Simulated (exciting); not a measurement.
# S K-edge absorption of MgS (Niningerite), all-electron BSE

Wanted: the near-edge spectrum and the bound core excitons at the S K edge of MgS (Niningerite).

Method: X-ray absorption, core-level Bethe-Salpeter equation, exchange and statically screened direct term, Tamm-Dancoff, all-electron LAPW+lo LDA, in exciting sodium.

## 1. Set-up

It takes space group Fm-3m (No. 225, cubic). Conventional cell: a = 5.203 Å, b = 5.203 Å, c = 5.203 Å, α = 90.00°, β = 90.00°, γ = 90.00°. Nearest to S lie 6 Mg at 2.60 Å. Nearest to Mg lie 6 S at 2.60 Å. Farther neighbours and most contacts between anions are not listed.

Structure file:

```xyz
2
Lattice="0.0000 2.6016 2.6016 2.6016 0.0000 2.6016 2.6016 2.6016 0.0000" Properties=species:S:1:pos:R:3 pbc="T T T"
S     2.6016    2.6016    2.6016
Mg    0.0000    0.0000    0.0000
```

Differences between curves are given as r.m.s. difference over r.m.s. height.

## 2. The self-consistent potential

The species files are the program's own, with muffin-tin radii set in the input.

Contents of input.xml:

```
<input>
  <title>MgS</title>
  <structure speciespath="." autormt="false" epslat="1.0e-5">
    <crystal>
      <basevect>0.0000000000 4.9164059712 4.9164059712</basevect>
      <basevect>4.9164059712 0.0000000000 4.9164059712</basevect>
      <basevect>4.9164059712 4.9164059712 0.0000000000</basevect>
    </crystal>
    <species speciesfile="S.xml" rmt="2.300">
      <atom coord="0.5000000000 0.5000000000 0.5000000000"/>
    </species>
    <species speciesfile="Mg.xml" rmt="2.300">
      <atom coord="0.0000000000 0.0000000000 0.0000000000"/>
    </species>
  </structure>
  <groundstate do="fromscratch" xctype="LDA_PW" ngridk="5 5 5" rgkmax="7" gmaxvr="14" nempty="8" swidth="0.001" maxscl="100" epsengy="1e-5"/>
</input>
```

Started as:

```bash
$ OMP_NUM_THREADS=1 mpirun -n 2 exciting
```

Numbers of over 12 decimals in the logs are rounded to 6 here.

Output:

```text
EXCITING SODIUM started
********************************************************************************
* Ground-state run starting from atomic densities                              *
********************************************************************************
+ Starting initialization                                                      +
[... lattice and species ...]
 Spin treatment                             :    spin-unpolarised
 Number of Bravais lattice symmetries       :      48
[...]
+ Self-consistent loop stopped                                                 +
 STATE.OUT is written
********************************************************************************
* Groundstate module stopped                                                   *
********************************************************************************
 Total time spent (seconds)                 :         8.34
- CAUTION! Warnings have been written in file WARNING.OUT !                    -
| EXCITING SODIUM stopped                                                      =
[key lines of the parts left out:]
Total energy                               :      -597.63818690
Fermi energy                               :         0.18185749
```

The job ended after 9 s (2 MPI ranks of Arm Neoverse V2, shared host).

The warnings file holds hints only, no warning.

The mesh shows a gap of 2.98 eV. Core levels (Dirac, from the valence top):

```csv
atom,level,energy (eV)
S,1s1/2,-2388.8
S,2s1/2,-202.8
S,2p1/2,-149.4
S,2p3/2,-148.1
Mg,1s1/2,-1248.1
```

## 3. A richer basis for the empty states

Each species file gets more local orbitals, built from u and its energy derivative at 0.15 Ha and u at 0.9 Ha.

input.xml is that of step 2.

Contents of SPECIES.xml, added lines:

```
<lo l="L">  <!-- L = 0, 1, 2 -->
  <wf matchingOrder="0" trialEnergy="0.1500" searchE="false"/>
  <wf matchingOrder="1" trialEnergy="0.1500" searchE="false"/>
  <wf matchingOrder="0" trialEnergy="0.9000" searchE="false"/>
</lo>
```

Started as:

```bash
$ OMP_NUM_THREADS=1 mpirun -n 2 exciting
```

Output:

```text
EXCITING SODIUM started
********************************************************************************
* Ground-state run starting from atomic densities                              *
********************************************************************************
+ Starting initialization                                                      +
[... lattice and species ...]
 Spin treatment                             :    spin-unpolarised
 Number of Bravais lattice symmetries       :      48
[...]
+ Self-consistent loop stopped                                                 +
 STATE.OUT is written
********************************************************************************
* Groundstate module stopped                                                   *
********************************************************************************
 Total time spent (seconds)                 :         7.21
- CAUTION! Warnings have been written in file WARNING.OUT !                    -
| EXCITING SODIUM stopped                                                      =
[key lines of the parts left out:]
Total energy                               :      -597.63853678
Fermi energy                               :         0.18219141
```

The job ended after 9 s (2 MPI ranks).

Against the first ground state the total energy moves by -5 meV an atom and the gap by -0.01 eV.

## 4. Screening, kernels and BSE for S atom 1

The absorber has 6 Mg at 2.60 Å (octahedral, site symmetry m-3m).

input.xml, as its differences from that of step 3:

```diff
@@ -15,3 +15,20 @@
   </structure>
-  <groundstate do="fromscratch" xctype="LDA_PW" ngridk="5 5 5" rgkmax="7" gmaxvr="14" nempty="8" swidth="0.001" maxscl="100" epsengy="1e-5"/>
+  <groundstate do="skip" xctype="LDA_PW" ngridk="5 5 5" rgkmax="7" gmaxvr="14" nempty="8" swidth="0.001" maxscl="100" epsengy="1e-5"/>
+  <xs xstype="BSE" ngridk="5 5 5" ngridq="5 5 5" vkloff="0.097 0.273 0.493" rgkmax="7" nempty="19" gqmax="3" lmaxapwwf="5" lmaxemat="2" broad="0.01654" tevout="true">
+    <energywindow intv="87.453 89.070" points="439"/>
+    <screening screentype="full" nempty="35"/>
+    <BSE xas="true" xasspecies="1" xasatom="1" xasedge="K" bsetype="singlet" nstlxas="1 15"/>
+    <qpointset>
+      <qpoint>0 0 0</qpoint>
+    </qpointset>
+    <plan>
+      <doonly task="xsgeneigvec"/>
+      <doonly task="writepmatxs"/>
+      <doonly task="scrgeneigvec"/>
+      <doonly task="scrwritepmat"/>
+      <doonly task="screen"/>
+      <doonly task="scrcoulint"/>
+      <doonly task="exccoulint"/>
+    </plan>
+  </xs>
 </input>
```

Contents of input.xml for the last start (plan only):

```
  <plan>
    <doonly task="bse"/>
  </plan>
```

Started as:

```bash
$ OMP_NUM_THREADS=1 mpirun -n 2 exciting
$ OMP_NUM_THREADS=2 exciting
```

Output:

```text
| EXCITING SODIUM started for task xsgeneigvec ( 301)                          =
One-shot GS runs for BSE calculations
One-shot GS runs for k+qmt/2 grids
Info(xsgeneigvec): Generating eigenvectors for Q-point      1
Info(xsgeneigvec): Generation of eigenvectors finished
| EXCITING SODIUM started for task writepmatxs ( 320)                          =
Info(writepmatxs): Momentum matrix elements finished
| EXCITING SODIUM started for task scrgeneigvec ( 401)                         =
One-shot GS runs for BSE calculations
One-shot GS runs for k+qmt/2 grids
[...]
Info(setup_bse_block): Setting up RR part of hamiltonian
Info(setup_bse_block): Singlet spin state
Info(bse): Diagonalizing RR Hamiltonian (TDA)
Info(bse): Invoking Lapack routine ZHEEVR
      3750 eigen solutions found in the interval:
         i1=       1 i2=    3750
Info(bse): Writing excition energies and oscillator strengths to text file.
Info(makespectrum_dist): Making spectrum using formula for coupling with time reversed AR basis.
Info(makespectrum_dist): Using formalism for vanishing momentum transfer.
Info(writederived): Writing quantities derived from the macroscopic dielectric function.
Info(bselauncher): Spectrum finished for iqmt=  1
Info(bselauncher): All done for BSE type singlet
```

The job ended after 14 min (2 MPI ranks).

Wall time by task: xsgeneigvec 2.3 s, writepmatxs 7.4 s, scrgeneigvec 2 s, scrwritepmat 1.4 s, screen 61 s, scrcoulint 5.3 min, exccoulint 6.8 min, bse 46 s.

The S K spectrum of S atom 1 (energy from the Kohn–Sham onset, core level to the lowest empty state found on the meshes used, 2391.45 eV; the shifted mesh sets it, since it comes nearer the band minimum than the ground-state mesh; Im ε scaled to the maximum of the singlet run; cut below the end of the band set):

```csv
E (eV),Im ε
-3.5,0.02
-3.0,0.03
-2.5,0.03
-2.0,0.04
-1.5,0.05
-1.0,0.08
-0.5,0.12
0.0,0.22
0.5,0.42
1.0,0.70
1.5,0.96
2.0,0.91
2.5,0.81
3.0,0.89
3.5,0.82
4.0,0.79
4.5,0.77
5.0,0.74
5.5,0.64
6.0,0.50
6.5,0.41
7.0,0.34
7.5,0.32
8.0,0.34
8.5,0.37
9.0,0.38
9.5,0.31
10.0,0.27
10.5,0.26
11.0,0.25
11.5,0.26
12.0,0.28
12.5,0.28
13.0,0.29
13.5,0.29
14.0,0.30
14.5,0.32
15.0,0.33
15.5,0.32
16.0,0.30
16.5,0.28
17.0,0.25
17.5,0.23
18.0,0.20
```

Maxima (height): 1.7 eV (1.00), 3.1 eV (0.89), 8.8 eV (0.38) and 15.0 eV (0.33).

The Hamiltonian has 3750 rows. The lowest groups of eigenvalues and the brightest ones, on the scale above. Core spinors bring spin-forbidden partners, so dark means forbidden by spin or by symmetry, and the shifted mesh splits states that symmetry would keep together:

```csv
energy (eV),states within 10 meV,relative strength
-0.444,2,0.013
-0.219,2,0.023
-0.131,2,0.032
0.078,2,0.17
0.093,2,0.057
0.192,2,0.030
0.813,2,0.62
1.369,2,0.54
1.542,2,0.63
1.621,2,0.53
1.635,2,0.84
1.806,2,0.51
3.022,4,1.00
```

## 5. Independent particles

input.xml, as its differences from that of step 4:

```diff
@@ -19,3 +19,3 @@
     <screening screentype="full" nempty="35"/>
-    <BSE xas="true" xasspecies="1" xasatom="1" xasedge="K" bsetype="singlet" nstlxas="1 15"/>
+    <BSE xas="true" xasspecies="1" xasatom="1" xasedge="K" bsetype="IP" nstlxas="1 15"/>
     <qpointset>
@@ -24,9 +24,3 @@
     <plan>
-      <doonly task="xsgeneigvec"/>
-      <doonly task="writepmatxs"/>
-      <doonly task="scrgeneigvec"/>
-      <doonly task="scrwritepmat"/>
-      <doonly task="screen"/>
-      <doonly task="scrcoulint"/>
-      <doonly task="exccoulint"/>
+      <doonly task="bse"/>
     </plan>
```

Started as:

```bash
$ OMP_NUM_THREADS=2 exciting
```

Output:

```text
| EXCITING SODIUM started for task bse ( 445)                                  =
Info(bselauncher): Init time:    0.346315
Info(bselauncher): Setting up and diagonalizing BSE Hamiltonian.
Info(bselauncher): Using momentum transfer vectors from list :   1 to  1
Info(bselauncher): Distributing qmt-points over   1 processes.
Info(bselauncher): BSE type: IP
Info(bselauncher): Momentum transfer list index: iqmt=  1
Info(bselauncher): Momentum transfer: vqmtl=   0.000   0.000   0.000
Info(bse): Inspecting occupations...
Info(setranges_modxs): Number of non-reduced k-points:      125
[...]
highest unoccupied state:  23
  Opening gap with a scissor of:      0.000/H      0.000/eV
Info(select_transitions): Number of participating transitions:    3750
Info(bse): Selecting transitions...
Info(bse):bsegap (eV):  2391.445673
Info(bse): IP requested, nothing much to do
Info(bse): Writing excition energies and oscillator strengths to text file.
Info(makespectrum_dist): Making spectrum using formula for coupling with time reversed AR basis.
Info(makespectrum_dist): Using formalism for vanishing momentum transfer.
Info(writederived): Writing quantities derived from the macroscopic dielectric function.
Info(bselauncher): Spectrum finished for iqmt=  1
Info(bselauncher): All done for BSE type IP
```

The job ended after 1.5 s (2 threads).

Maxima (height): 6.4 eV (0.75), 9.5 eV (0.50), 13.7 eV (0.37) and 16.3 eV (0.48). The spectrum differs from the singlet run by 60 % r.m.s. Moving the earlier curve by +2.9 eV leaves 35 %. The highest maximum lies at 6.4 eV (0.75), against 1.7 eV (1.00).

## 6. Exchange alone

input.xml, as its differences from that of step 5:

```diff
@@ -19,3 +19,3 @@
     <screening screentype="full" nempty="35"/>
-    <BSE xas="true" xasspecies="1" xasatom="1" xasedge="K" bsetype="IP" nstlxas="1 15"/>
+    <BSE xas="true" xasspecies="1" xasatom="1" xasedge="K" bsetype="RPA" nstlxas="1 15"/>
     <qpointset>
```

Started as:

```bash
$ OMP_NUM_THREADS=2 exciting
```

Output:

```text
| EXCITING SODIUM started for task bse ( 445)                                  =
Info(bselauncher): Init time:    0.345834
Info(bselauncher): Setting up and diagonalizing BSE Hamiltonian.
Info(bselauncher): Using momentum transfer vectors from list :   1 to  1
Info(bselauncher): Distributing qmt-points over   1 processes.
Info(bselauncher): BSE type: RPA
Info(bselauncher): Momentum transfer list index: iqmt=  1
Info(bselauncher): Momentum transfer: vqmtl=   0.000   0.000   0.000
Info(bse): Inspecting occupations...
Info(setranges_modxs): Number of non-reduced k-points:      125
[...]
Info(setup_bse_block): Setting up RR part of hamiltonian
Info(setup_bse_block): Using RPA approximation
Info(bse): Diagonalizing RR Hamiltonian (TDA)
Info(bse): Invoking Lapack routine ZHEEVR
      3750 eigen solutions found in the interval:
         i1=       1 i2=    3750
Info(bse): Writing excition energies and oscillator strengths to text file.
Info(makespectrum_dist): Making spectrum using formula for coupling with time reversed AR basis.
Info(makespectrum_dist): Using formalism for vanishing momentum transfer.
Info(writederived): Writing quantities derived from the macroscopic dielectric function.
Info(bselauncher): Spectrum finished for iqmt=  1
Info(bselauncher): All done for BSE type RPA
```

The job ended after 44 s (2 threads).

Maxima (height): 6.4 eV (0.75), 9.5 eV (0.50), 13.7 eV (0.37) and 16.3 eV (0.48). The spectrum is that of the independent-particle run within 1 %.

## 7. Broadening

Changed against the first singlet run: half width (eV) from 0.45 to 1.35.

input.xml, as its differences from that of step 6:

```diff
@@ -16,6 +16,6 @@
   <groundstate do="skip" xctype="LDA_PW" ngridk="5 5 5" rgkmax="7" gmaxvr="14" nempty="8" swidth="0.001" maxscl="100" epsengy="1e-5"/>
-  <xs xstype="BSE" ngridk="5 5 5" ngridq="5 5 5" vkloff="0.097 0.273 0.493" rgkmax="7" nempty="19" gqmax="3" lmaxapwwf="5" lmaxemat="2" broad="0.01654" tevout="true">
+  <xs xstype="BSE" ngridk="5 5 5" ngridq="5 5 5" vkloff="0.097 0.273 0.493" rgkmax="7" nempty="19" gqmax="3" lmaxapwwf="5" lmaxemat="2" broad="0.04961" tevout="true">
     <energywindow intv="87.453 89.070" points="439"/>
     <screening screentype="full" nempty="35"/>
-    <BSE xas="true" xasspecies="1" xasatom="1" xasedge="K" bsetype="RPA" nstlxas="1 15"/>
+    <BSE xas="true" xasspecies="1" xasatom="1" xasedge="K" bsetype="singlet" nstlxas="1 15"/>
     <qpointset>
```

Started as:

```bash
$ OMP_NUM_THREADS=2 exciting
```

Output:

```text
| EXCITING SODIUM started for task bse ( 445)                                  =
Info(bselauncher): Init time:    0.346162
Info(bselauncher): Setting up and diagonalizing BSE Hamiltonian.
Info(bselauncher): Using momentum transfer vectors from list :   1 to  1
Info(bselauncher): Distributing qmt-points over   1 processes.
Info(bselauncher): BSE type: singlet
Info(bselauncher): Momentum transfer list index: iqmt=  1
Info(bselauncher): Momentum transfer: vqmtl=   0.000   0.000   0.000
Info(bse): Inspecting occupations...
[...]
Info(setup_bse_block): Setting up RR part of hamiltonian
Info(setup_bse_block): Singlet spin state
Info(bse): Diagonalizing RR Hamiltonian (TDA)
Info(bse): Invoking Lapack routine ZHEEVR
      3750 eigen solutions found in the interval:
         i1=       1 i2=    3750
Info(bse): Writing excition energies and oscillator strengths to text file.
Info(makespectrum_dist): Making spectrum using formula for coupling with time reversed AR basis.
Info(makespectrum_dist): Using formalism for vanishing momentum transfer.
Info(writederived): Writing quantities derived from the macroscopic dielectric function.
Info(bselauncher): Spectrum finished for iqmt=  1
Info(bselauncher): All done for BSE type singlet
```

It took 45 s on 2 threads.

The spectrum differs from the singlet run by 21 % r.m.s. The highest maximum lies at 2.9 eV (0.70), against 1.7 eV (1.00). Only the width of each line changes; the area stays. A table step wider than the lines misses their tops.

```csv
E (eV),first run,this run
-9.0,0.01,0.02
-8.0,0.01,0.02
-7.0,0.01,0.03
-6.0,0.01,0.03
-5.0,0.01,0.04
-4.0,0.02,0.06
-3.0,0.03,0.08
-2.0,0.04,0.11
-1.0,0.08,0.18
0.0,0.22,0.32
1.0,0.70,0.54
2.0,0.91,0.68
3.0,0.89,0.70
4.0,0.79,0.67
5.0,0.74,0.60
6.0,0.50,0.49
7.0,0.34,0.40
8.0,0.34,0.36
9.0,0.38,0.33
10.0,0.27,0.30
11.0,0.25,0.28
12.0,0.28,0.28
13.0,0.29,0.28
14.0,0.30,0.29
15.0,0.33,0.29
16.0,0.30,0.27
17.0,0.25,0.24
18.0,0.20,0.20
```

## 8. Local-field cutoff

Changed against the first singlet run: cutoff of the kernels (bohr⁻¹) from 3 to 2.

input.xml, as its differences from that of step 7:

```diff
@@ -16,3 +16,3 @@
   <groundstate do="skip" xctype="LDA_PW" ngridk="5 5 5" rgkmax="7" gmaxvr="14" nempty="8" swidth="0.001" maxscl="100" epsengy="1e-5"/>
-  <xs xstype="BSE" ngridk="5 5 5" ngridq="5 5 5" vkloff="0.097 0.273 0.493" rgkmax="7" nempty="19" gqmax="3" lmaxapwwf="5" lmaxemat="2" broad="0.04961" tevout="true">
+  <xs xstype="BSE" ngridk="5 5 5" ngridq="5 5 5" vkloff="0.097 0.273 0.493" rgkmax="7" nempty="19" gqmax="2" lmaxapwwf="5" lmaxemat="2" broad="0.01654" tevout="true">
     <energywindow intv="87.453 89.070" points="439"/>
@@ -24,3 +24,6 @@
     <plan>
-      <doonly task="bse"/>
+      <doonly task="xsgeneigvec"/>
+      <doonly task="screen"/>
+      <doonly task="scrcoulint"/>
+      <doonly task="exccoulint"/>
     </plan>
```

Contents of input.xml for the last start (plan only):

```
  <plan>
    <doonly task="bse"/>
  </plan>
```

Started as:

```bash
$ OMP_NUM_THREADS=1 mpirun -n 2 exciting
$ OMP_NUM_THREADS=2 exciting
```

Output:

```text
| EXCITING SODIUM started for task xsgeneigvec ( 301)                          =
One-shot GS runs for BSE calculations
One-shot GS runs for k+qmt/2 grids
Info(xsgeneigvec): Generating eigenvectors for Q-point      1
Info(xsgeneigvec): Generation of eigenvectors finished
| EXCITING SODIUM started for task screen ( 430)                               =
Info(screenlauncher): Calculating screening for unshifted q-grid.
Info(screenlauncher): Number of q points:      10
Info(screenlauncher): lowest (partially)  unoccupied state:      9
[...]
Info(setup_bse_block): Setting up RR part of hamiltonian
Info(setup_bse_block): Singlet spin state
Info(bse): Diagonalizing RR Hamiltonian (TDA)
Info(bse): Invoking Lapack routine ZHEEVR
      3750 eigen solutions found in the interval:
         i1=       1 i2=    3750
Info(bse): Writing excition energies and oscillator strengths to text file.
Info(makespectrum_dist): Making spectrum using formula for coupling with time reversed AR basis.
Info(makespectrum_dist): Using formalism for vanishing momentum transfer.
Info(writederived): Writing quantities derived from the macroscopic dielectric function.
Info(bselauncher): Spectrum finished for iqmt=  1
Info(bselauncher): All done for BSE type singlet
```

It took 5.5 min on 2 MPI ranks.

Wall time by task: xsgeneigvec 2.6 s, screen 31 s, scrcoulint 2.7 min, exccoulint 98 s, bse 39 s.

[end of part 1 of 2]

[Banner, clock and machine lines of the logs are left out without a mark of their own.]

[Logs are printed without paths, hosts, clocks, repeated set-up lines and the standing remarks that a program may print on its own settings, such as how far it seeks lower states.]

[Hosts, paths, dates, database ids (printed as entryN), source tags and the programs' standing remarks are cut or masked in the printed files.]
